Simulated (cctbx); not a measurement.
**A crystallographic session in cctbx: DyGaS3**

Library: cctbx 2025.11. The data are simulated by the first script.

## 1. Simulate the data

run.py:

```python
from cctbx import adptbx, crystal, miller, sgtbx, xray
from cctbx.array_family import flex
from iotbx.shelx import hklf
from scitbx import matrix
import scitbx.random

cs = crystal.symmetry(unit_cell=(7.397, 7.397, 14.501, 90, 90, 120), space_group_symbol='Hall: P 6c -2')  # P6_3cm
atoms = [  # label, site, U (iso, or U11 U22 U33 U12 U13 U23 in A^2), occupancy
    ("Dy1", (2/3, 1/3, 0.2333), 0.0076, 1),
    ("Dy2", (0, 0, 0.2801), 0.0063, 1),
    ("Ga1", (0.3291, 0, 0.9998), 0.0083, 1),
    ("S1", (2/3, 1/3, 0.5258), 0.0138, 1),
    ("S2", (0, 0, 0.4723), 0.0102, 1),
    ("S3", (0.6898, 0, 0.6697), 0.0115, 1),
    ("S4", (0.6431, 0.6431, 0.8376), 0.0109, 1),
]
xs = xray.structure(crystal_symmetry=cs)
for label, site, u, occ in atoms:
    u = adptbx.u_cif_as_u_star(cs.unit_cell(), u) if isinstance(u, tuple) else u
    xs.add_scatterer(xray.scatterer(label, site=site, u=u, occupancy=occ))
xs.set_inelastic_form_factors(0.71073, "sasaki")
xs.show_summary()
p1 = xs.expand_to_p1()
ms = miller.build_set(p1, anomalous_flag=True, d_min=0.77)
flex.set_random_seed(922641)
scitbx.random.set_random_seed(922641)
ms = ms.select(flex.random_double(ms.size()) < 0.95)
i = ms.structure_factors_from_scatterers(p1, algorithm="direct").f_calc().as_intensity_array().data()
i = i / flex.sqrt(1 + 0.3 * i / flex.max(i))  # extinction
i = i * 20000 / flex.max(i)
sig = flex.sqrt(i + flex.pow2(0.03 * i) + 4 ** 2)
noise = scitbx.random.variate(scitbx.random.normal_distribution())(i.size())
data = ms.array(data=i + sig * noise, sigmas=sig).set_observation_type_xray_intensity()
with open("data.hkl", "w") as f:
    data.export_as_shelx_hklf(f)
print("reflections written:", data.size(), " <I/sigma> = %.1f" % flex.mean(data.data() / data.sigmas()))
for h, a, b in list(data.sort("data"))[:12]:
    print("%4d%4d%4d %9.1f %7.1f" % (h + (a, b)))
```

```console
$ python run.py
```

```text
Number of scatterers: 7
At special positions: 7
Unit cell: (7.397, 7.397, 14.501, 90, 90, 120)
Space group: P 63 c m (No. 185)
reflections written: 6019  <I/sigma> = 11.4
  -3   3   0   21505.9   616.5
   3   0   0   20480.2   616.5
   0  -3   0   20403.5   616.5
  -3   0   0   20366.0   616.5
   3  -3   0   19898.1   616.5
   0   3   0   19196.7   616.5
   0   0  -4   11523.0   345.9
   0   0   4   11128.7   347.3
  -3  -3   0   11045.9   333.5
   3  -6   0   10778.6   333.5
   6  -3   0   10442.5   333.5
  -6   3   0   10388.3   333.5
```

Run time: 0.38 s on 1 thread of Arm Neoverse N1, with other jobs on the host, peak memory 0.07 GiB.

## 2. Symmetry

run.py:

```python
from cctbx import crystal, sgtbx, statistics
from cctbx.array_family import flex
from iotbx.shelx import hklf

p1 = crystal.symmetry(unit_cell=(7.397, 7.397, 14.501, 90, 90, 120), space_group_symbol="P 1")
raw = hklf.reader(file_name="data.hkl").as_miller_arrays(crystal_symmetry=p1, anomalous=True)[0]
print(raw.size(), "reflections to d = %.3f A" % raw.d_min())
isig = raw.data() / raw.sigmas()
print("centring   violations  <I/sigma> of those")
best = "P"
for c in "ABCIRF":
    a = raw.customized_copy(space_group_info=sgtbx.space_group_info("Hall: %s 1" % c)).sys_absent_flags().data()
    m = flex.mean(isig.select(a))
    print("%5s %10d of %5d %8.1f" % (c, (isig.select(a) > 4).count(True), a.count(True), m))
    if (isig.select(a) > 4).count(True) < 0.01 * a.count(True):
        best = c
raw = raw.select(~raw.customized_copy(space_group_info=sgtbx.space_group_info("Hall: %s 1" % best)).sys_absent_flags().data())
isig = raw.data() / raw.sigmas()
rows = []
for s in sgtbx.space_group_symbol_iterator():
    g = sgtbx.space_group(s)
    if g.conventional_centring_type_symbol() != best or not g.is_compatible_unit_cell(p1.unit_cell(), 1e-3, 0.02):
        continue
    rows.append((s, g))
print("Laue class    unique    Rint  (classes that these axes allow; Friedel mates merged)")
rint = {}
for s, g in rows:
    laue = g.build_derived_patterson_group()
    key = laue.type().hall_symbol()
    if key not in rint:
        m = raw.customized_copy(space_group_info=laue.info(), anomalous_flag=False).merge_equivalents()
        rint[key] = m.r_int()
        print("%-14s %6d %7.3f" % (laue.type().lookup_symbol(), m.array().size(), m.r_int()))
floor = min(rint.values())
good = [(s, g) for s, g in rows if rint[g.build_derived_patterson_group().type().hall_symbol()] < 2 * floor + 0.03]
top = max(g.build_derived_patterson_group().order_z() for s, g in good)
print("space group    extra absences  I>4sigma  <I/sigma>")
for s, g in good:
    laue = g.build_derived_patterson_group()
    if laue.order_z() != top:
        continue
    a = raw.customized_copy(space_group_info=g.info()).sys_absent_flags().data()
    a &= ~raw.customized_copy(space_group_info=laue.info()).sys_absent_flags().data()
    bad = (isig.select(a) > 4).count(True)
    if bad <= 0.03 * a.count(True):
        print("%-16s %8d %10d %9s  %s" % (s.universal_hermann_mauguin(), a.count(True), bad, "%.1f" % flex.mean(isig.select(a)) if a.count(True) else "-", "centric" if g.is_centric() else "acentric"))
laue = max(good, key=lambda t: t[1].build_derived_patterson_group().order_z())[1].build_derived_patterson_group()
f = raw.customized_copy(space_group_info=laue.info(), anomalous_flag=False).merge_equivalents().array().eliminate_sys_absent().f_sq_as_f()
f.set_observation_type_xray_amplitude()
bins = max(3, min(8, f.size() // 12))
f.setup_binner(n_bins=bins)
w = statistics.wilson_plot(f, {e: n / laue.order_z() for e, n in {'Dy': 6.0, 'Ga': 6.0, 'S': 18.0}.items()}, e_statistics=True)
print("Wilson B = %.2f A^2   <|E^2-1|> = %.3f (0.968 centric, 0.736 acentric)   E^2>4: %.1f %%" % (w.wilson_b, w.mean_e_sq_minus_1, w.percent_e_sq_gt_2))
print("shell (A)         n   <I/sigma>")
m = raw.customized_copy(space_group_info=laue.info(), anomalous_flag=False).merge_equivalents().array().eliminate_sys_absent()
for b in m.setup_binner(n_bins=bins).range_used():
    sel = m.binner().selection(b)
    print("%5.2f - %4.2f %6d %8.1f" % (min(m.binner().bin_d_range(b)[0] if m.binner().bin_d_range(b)[0] > 0 else 99, 99), m.binner().bin_d_range(b)[1], sel.count(True), flex.mean((m.data() / m.sigmas()).select(sel))))
```

```console
$ python run.py
```

```text
6019 reflections to d = 0.771 A
centring   violations  <I/sigma> of those
    A       1903 of  3006     11.4
    B       1923 of  3013     11.4
    C       1898 of  3001     11.5
    I       1894 of  2992     11.4
    R       2467 of  4023     11.7
    F       2862 of  4510     11.4
Laue class    unique    Rint  (classes that these axes allow; Friedel mates merged)
P -1             3154   0.031
P 1 1 2/m        1653   0.036
P -3             1066   0.037
P -3 1 m          607   0.039
P -3 m 1          660   0.038
P 6/m             563   0.039
P 6/m m m         382   0.039
space group    extra absences  I>4sigma  <I/sigma>
P 6 2 2                 0          0         -  acentric
P 63 2 2               15          0       0.6  acentric
P 6 m m                 0          0         -  acentric
P 63 c m              673          0      -0.0  acentric
P -6 m 2                0          0         -  acentric
P -6 c 2              673          0      -0.0  acentric
P -6 2 m                0          0         -  acentric
P 6/m m m               0          0         -  centric
P 63/m c m            673          0      -0.0  centric
Wilson B = 0.66 A^2   <|E^2-1|> = 0.820 (0.968 centric, 0.736 acentric)   E^2>4: 0.6 %
shell (A)         n   <I/sigma>
14.50 - 1.54     66     37.3
 1.54 - 1.22     46     47.7
 1.22 - 1.07     46     38.2
 1.07 - 0.97     47     39.5
 0.97 - 0.90     45     41.5
 0.90 - 0.85     44     38.2
 0.85 - 0.81     40     41.9
 0.81 - 0.77     48     34.2
```

Time: 0.43 s.

## 3. Patterson map

run.py:

```python
from cctbx import crystal, maptbx
from iotbx.shelx import hklf

cs = crystal.symmetry(unit_cell=(7.397, 7.397, 14.501, 90, 90, 120), space_group_symbol='Hall: P 6c -2')  # P6_3cm
raw = hklf.reader(file_name="data.hkl").as_miller_arrays(crystal_symmetry=cs, anomalous=True)[0]
merged = raw.eliminate_sys_absent().merge_equivalents()
fo2 = merged.array().set_observation_type_xray_intensity()
f = fo2.average_bijvoet_mates().f_sq_as_f()
pm = f.patterson_map(symmetry_flags=maptbx.use_space_group_symmetry, sharpening=True, resolution_factor=0.25)
peaks = pm.peak_search(parameters=maptbx.peak_search_parameters(min_distance_sym_equiv=0.4, max_clusters=14)).all()
top = peaks.heights()[0]
print("Patterson group", f.patterson_symmetry().space_group_info())
print("      u       v       w   height  length (A)")
for x, h in zip(peaks.sites(), peaks.heights()):
    y = [t - round(t) for t in x]
    print("%7.3f %7.3f %7.3f %8.1f %8.2f" % (x + (1000 * h / top, cs.unit_cell().length(y))))
```

```console
$ python run.py
```

```text
Patterson group P 6/m m m
      u       v       w   height  length (A)
  0.000   0.000   0.000   1000.0     0.00
  0.000   0.000   0.500    803.3     7.25
  0.333   0.667   0.000    367.5     4.27
  0.333   0.667   0.462    248.7     7.94
  0.000   0.335   0.250    178.6     4.39
  0.333   0.667   0.249    169.5     5.60
  0.000   0.000   0.190    162.8     2.76
  0.000   0.000   0.300    141.9     4.35
  0.000   0.331   0.500    104.8     7.65
  0.333   0.667   0.170     99.9     4.93
  0.000   0.345   0.053     66.1     2.67
  0.000   0.347   0.444     61.2     6.93
  0.000   0.315   0.095     52.2     2.71
  0.000   0.325   0.413     52.0     6.46
```

Time: 0.37 s.

## 4. Charge flipping

run.py:

```python
import itertools
from cctbx import crystal, maptbx
from cctbx.array_family import flex
from iotbx.shelx import hklf
from smtbx.ab_initio import charge_flipping as cf

cs = crystal.symmetry(unit_cell=(7.397, 7.397, 14.501, 90, 90, 120), space_group_symbol='Hall: P 6c -2')  # P6_3cm
raw = hklf.reader(file_name="data.hkl").as_miller_arrays(crystal_symmetry=cs, anomalous=True)[0]
merged = raw.eliminate_sys_absent().merge_equivalents()
fo2 = merged.array().set_observation_type_xray_intensity()
f = fo2.average_bijvoet_mates().f_sq_as_f().resolution_filter(d_min=0.8)
p1 = f.expand_to_p1()
p1.setup_binner_counting_sorted(reflections_per_bin=max(40, p1.size() // 12))
work = p1.array(data=p1.data() / p1.amplitude_quasi_normalisations().data())
flex.set_random_seed(38982)
it = cf.weak_reflection_improved_iterator(delta=None, weak_reflection_fraction=0.1)
it.start(work, phases=flex.random_double(p1.size()) * 6.2832, f_000=0)
it.delta = 1.1 * it.rho_map.sigma()
print("cycle      R  skewness")
for n, st in enumerate(itertools.islice(it, 200)):
    if n % 16 == 0:
        print("%5d %6.3f %8.2f" % (n, st.r1_factor(), st.rho_map.skewness()))
rho = p1.phase_transfer(it.f_calc).fft_map().apply_volume_scaling()
polish = cf.low_density_elimination_iterator(constant_rho_c=rho.sigma())
polish.start(f_obs=p1, phases=it.f_calc, f_000=0)
for _ in range(8):
    next(polish)
print("origin shift          correlation  skewness")
maps = []
for fc, shift, cc in itertools.islice(cf.f_calc_symmetrisations(f, polish.f_calc, 0), 4):
    m = f.phase_transfer(fc).fft_map(symmetry_flags=maptbx.use_space_group_symmetry, resolution_factor=0.25).apply_sigma_scaling()
    maps.append((m.skewness(), cc, m))
    print("%6.3f %6.3f %6.3f %10.3f %9.2f" % (tuple(shift) + (cc, m.skewness())))
skew, cc, m = max((t for t in maps if t[1] > maps[0][1] - 0.04), key=lambda t: t[0])
print("taken: symmetry correlation %.3f, skewness %.2f" % (cc, skew))
peaks = m.peak_search(parameters=maptbx.peak_search_parameters(min_distance_sym_equiv=0.9, max_clusters=12)).all()
sps = cs.special_position_settings(min_distance_sym_equiv=0.5)
print("peak      x       y       z  mult  height/sigma")
for k, (x, h) in enumerate(zip(peaks.sites(), peaks.heights())):
    ss = sps.site_symmetry(x)
    print("Q%-3d %7.4f %7.4f %7.4f %4d %8.1f" % ((k + 1,) + tuple(t % 1 for t in ss.exact_site()) + (ss.multiplicity(), h)))
```

```console
$ python run.py
```

```text
cycle      R  skewness
    0  0.586     0.36
   16  0.458     5.07
   32  0.284     6.43
   48  0.284     6.30
   64  0.284     6.08
   80  0.288     5.92
   96  0.279     5.94
  112  0.284     5.98
  128  0.277     5.88
  144  0.273     5.80
  160  0.281     5.85
  176  0.274     5.84
  192  0.272     5.72
origin shift          correlation  skewness
 0.181  0.933 -0.000      0.836      2.41
 0.514  0.599 -0.000      0.834      2.87
 0.848  0.267 -0.000      0.834      2.44
 0.165  0.227 -0.000      0.820      1.29
taken: symmetry correlation 0.834, skewness 2.87
peak      x       y       z  mult  height/sigma
Q1    0.3333  0.6667  0.3588    4     16.9
Q2    0.0000  0.0000  0.4076    2     10.3
Q3    0.0000  0.0000  0.3435    2      7.5
Q4    0.0000  0.3431  0.1182    6      7.3
Q5    0.0855  0.1687  0.8053   12      3.9
Q6    0.2361  0.5985  0.2835   12      3.9
Q7    0.0000  0.3363  0.9437    6      3.4
Q8    0.3333  0.6667  0.4741    4      3.4
Q9    0.2361  0.4893  0.0453   12      3.3
Q10   0.0000  0.3324  0.2560    6      3.3
Q11   0.0000  0.3427  0.6783    6      3.1
Q12   0.0000  0.3250  0.7500    6      3.1
```

Time: 0.71 s.

## 5. Refinement (model from the peaks)

run.py:

```python
import math
from cctbx import adptbx, crystal, maptbx, sgtbx, xray
from cctbx.array_family import flex
from cctbx.xray import observations
from iotbx.shelx import hklf
from scitbx.lstbx import normal_eqns_solving
from smtbx import absolute_structure, utils
from smtbx.refinement import constraints, least_squares

cs = crystal.symmetry(unit_cell=(7.397, 7.397, 14.501, 90, 90, 120), space_group_symbol='Hall: P 6c -2')  # P6_3cm
atoms = [  # label, site, U (iso, or U11 U22 U33 U12 U13 U23 in A^2), occupancy
    ("Dy1", (0.3333, 0.6667, 0.3588), 0.0200, 1),
    ("Dy2", (0, 0, 0.4076), 0.0200, 1),
    ("Ga1", (0, 0.3431, 0.1182), 0.0200, 1),
    ("S1", (0.2361, 0.5985, 0.2835), 0.0200, 1),
    ("S2", (0, 0.3363, 0.9437), 0.0200, 1),
]
xs = xray.structure(crystal_symmetry=cs)
for label, site, u, occ in atoms:
    u = adptbx.u_cif_as_u_star(cs.unit_cell(), u) if isinstance(u, tuple) else u
    xs.add_scatterer(xray.scatterer(label, site=site, u=u, occupancy=occ))
xs.set_inelastic_form_factors(0.71073, "sasaki")
raw = hklf.reader(file_name="data.hkl").as_miller_arrays(crystal_symmetry=cs, anomalous=True)[0]
merged = raw.eliminate_sys_absent().merge_equivalents()
fo2 = merged.array().set_observation_type_xray_intensity()
print("Rint %.3f, %d unique reflections to %.2f A" % (merged.r_int(), fo2.size(), fo2.d_min()))
for sc in xs.scatterers():
    sc.flags.set_grad_site(True)
    sc.flags.set_grad_u_aniso(sc.flags.use_u_aniso())
    sc.flags.set_grad_u_iso(sc.flags.use_u_iso())
obs = fo2.as_xray_observations()
extra = {}
rep = constraints.reparametrisation(xs, [], utils.connectivity_table(xs), **extra)
ls = least_squares.crystallographic_ls(obs, rep, weighting_scheme=least_squares.mainstream_shelx_weighting(a=0, b=0))
print("cycle     R1     wR2    GooF  max shift (A)")
for cycle in range(6):
    ls.build_up()
    r1, wr2, goof = ls.r1_factor(cutoff_factor=2)[0], ls.wR2(), ls.goof()
    old = xs.sites_cart()
    normal_eqns_solving.levenberg_marquardt_iterations(ls, n_max_iterations=3, tau=0.0001, step_threshold=1e-7)
    big = flex.max((xs.sites_cart() - old).norms())
    print("%4d %7.4f %7.4f %7.3f %9.5f" % (cycle + 1, r1, wr2, goof, big))
    ls.build_up(objective_only=True)
    if abs(ls.wR2() - wr2) < 5e-5 and big < 5e-4:
        break
ls.build_up()
print("final R1 %.4f wR2 %.4f GooF %.3f  parameters %d  data/parameter %.1f" % (ls.r1_factor(cutoff_factor=2)[0], ls.wR2(), ls.goof(), ls.n_parameters, fo2.size() / ls.n_parameters))
cov = ls.covariance_matrix_and_annotations()
su = dict(zip(cov.annotations, (math.sqrt(max(v, 0)) for v in cov.matrix.matrix_packed_u_diagonal())))
a2 = cs.unit_cell().reciprocal_parameters()[0] ** -2
print("atom        x        y        z      Ueq    occ   su(xyz)  su(Uiso or U11)")
for sc in xs.scatterers():
    s = max(su.get(sc.label + k, 0) for k in (".x", ".y", ".z"))
    npd = "" if sc.is_positive_definite_u(cs.unit_cell()) else "  NPD"
    print("%-5s %8.5f %8.5f %8.5f %8.4f %6.3f %8.5f %7.4f%s" % ((sc.label,) + sc.site + (sc.u_iso_or_equiv(cs.unit_cell()), sc.occupancy, s, su.get(sc.label + ".uiso", su.get(sc.label + ".u11", 0) * a2), npd)))
fo = fo2.f_sq_as_f()
fc = fo.structure_factors_from_scatterers(xs, algorithm="direct").f_calc()
diff = fo.f_obs_minus_f_calc(1 / math.sqrt(ls.scale_factor()), fc).average_bijvoet_mates()
m = diff.fft_map(symmetry_flags=maptbx.use_space_group_symmetry, resolution_factor=0.25).apply_volume_scaling()
print("difference map: max %.2f min %.2f rms %.2f" % (m.statistics().max(), m.statistics().min(), m.statistics().sigma()))
peaks = m.peak_search(parameters=maptbx.peak_search_parameters(min_distance_sym_equiv=0.6, max_clusters=7)).all()
near = xs.closest_distances(peaks.sites(), distance_cutoff=4)
sps = cs.special_position_settings(min_distance_sym_equiv=0.5)
for k, (x, h) in enumerate(zip(peaks.sites(), peaks.heights())):
    ss = sps.site_symmetry(x)
    print("Q%-3d %7.4f %7.4f %7.4f %4d %7.2f  %.2f A from %s" % ((k + 1,) + tuple(t % 1 for t in ss.exact_site()) + (ss.multiplicity(), h, near.smallest_distances[k], xs.scatterers()[near.i_seqs[k]].label)))
```

```console
$ python run.py
```

```text
Rint 0.035, 603 unique reflections to 0.77 A
cycle     R1     wR2    GooF  max shift (A)
   1  0.3321  0.6600  29.655   0.06370
   2  0.2648  0.5399  24.256   0.05040
   3  0.2475  0.4990  22.419   0.02018
   4  0.2423  0.4896  21.997   0.01469
   5  0.2390  0.4835  21.723   0.01248
   6  0.2362  0.4786  21.505   0.01106
final R1 0.2338 wR2 0.4745 GooF 21.321  parameters 14  data/parameter 43.1
atom        x        y        z      Ueq    occ   su(xyz)  su(Uiso or U11)
Dy1    0.33333  0.66667  0.35987   0.0001  1.000  0.00032  0.0013
Dy2    0.00000  0.00000  0.40526   0.0050  1.000  0.00046  0.0019
Ga1    0.00000  0.33360  0.12275   0.0101  1.000  0.00241  0.0022
S1     0.23885  0.59859  0.27660   0.0323  1.000  0.00534  0.0060
S2     0.00000  0.34210  0.95515   0.0116  1.000  0.00411  0.0046
difference map: max 72.52 min -22.78 rms 3.42
Q1    0.0000  0.0000  0.1034    2   73.29  2.48 A from Ga1
Q2    0.0000  0.0000  0.4100    2   50.53  0.07 A from Dy2
Q3    0.3333  0.6667  0.3561    4   43.07  0.05 A from Dy1
Q4    0.3333  0.6667  0.1624    4   40.15  1.77 A from S1
Q5    0.0000  0.3655  0.9622    6   28.75  0.20 A from S2
Q6    0.0000  0.3422  0.1256    6   22.76  0.08 A from Ga1
Q7    0.0000  0.3021  0.2958    6   17.94  2.03 A from S1
```

Time: 0.7 s.

Figures of merit this high mean that the model is still wrong or incomplete.

## 6. Charge flipping

run.py, as its changes from the last script of this kind:

```diff
@@ -13,3 +13,2 @@
-p1.setup_binner_counting_sorted(reflections_per_bin=max(40, p1.size() // 12))
-work = p1.array(data=p1.data() / p1.amplitude_quasi_normalisations().data())
-flex.set_random_seed(38982)
+work = p1
+flex.set_random_seed(38983)
@@ -20,2 +19,2 @@
-for n, st in enumerate(itertools.islice(it, 200)):
-    if n % 16 == 0:
+for n, st in enumerate(itertools.islice(it, 400)):
+    if n % 33 == 0:
```

```console
$ python run.py
```

```text
cycle      R  skewness
    0  0.587     0.39
   33  0.398     3.69
   66  0.288     6.05
   99  0.287     5.95
  132  0.287     5.88
  165  0.283     5.82
  198  0.284     5.82
  231  0.285     5.91
  264  0.280     5.78
  297  0.279     5.78
  330  0.283     5.85
  363  0.284     5.99
  396  0.275     5.92
origin shift          correlation  skewness
 0.106  0.951 -0.000      0.840      2.52
 0.440  0.618 -0.000      0.833      2.28
 0.774  0.284 -0.000      0.834      2.14
 0.105  0.615 -0.000      0.828      2.37
taken: symmetry correlation 0.840, skewness 2.52
peak      x       y       z  mult  height/sigma
Q1    0.0000  0.3461  0.5434    6     11.3
Q2    0.0000  0.0000  0.2914    2      9.7
Q3    0.0000  0.3438  0.0349    6      9.3
Q4    0.0000  0.3252  0.2914    6      7.0
Q5    0.3333  0.6667  0.2552    4      5.0
Q6    0.3333  0.6667  0.4184    4      4.6
Q7    0.0000  0.3250  0.4728    6      3.7
Q8    0.0000  0.4674  0.0425    6      3.5
Q9    0.0000  0.3365  0.1159    6      3.4
Q10   0.2639  0.5479  0.6194   12      2.8
Q11   0.0845  0.1888  0.4507   12      2.8
Q12   0.1973  0.3945  0.8538   12      2.7
```

Run time: 0.9 s on 1 thread of Arm Neoverse N1, with other jobs on the host, peak memory 0.08 GiB.

[Logs are printed without paths, hosts, clocks, repeated set-up lines and the standing remarks that a program may print on its own settings, such as how far it seeks lower states.]
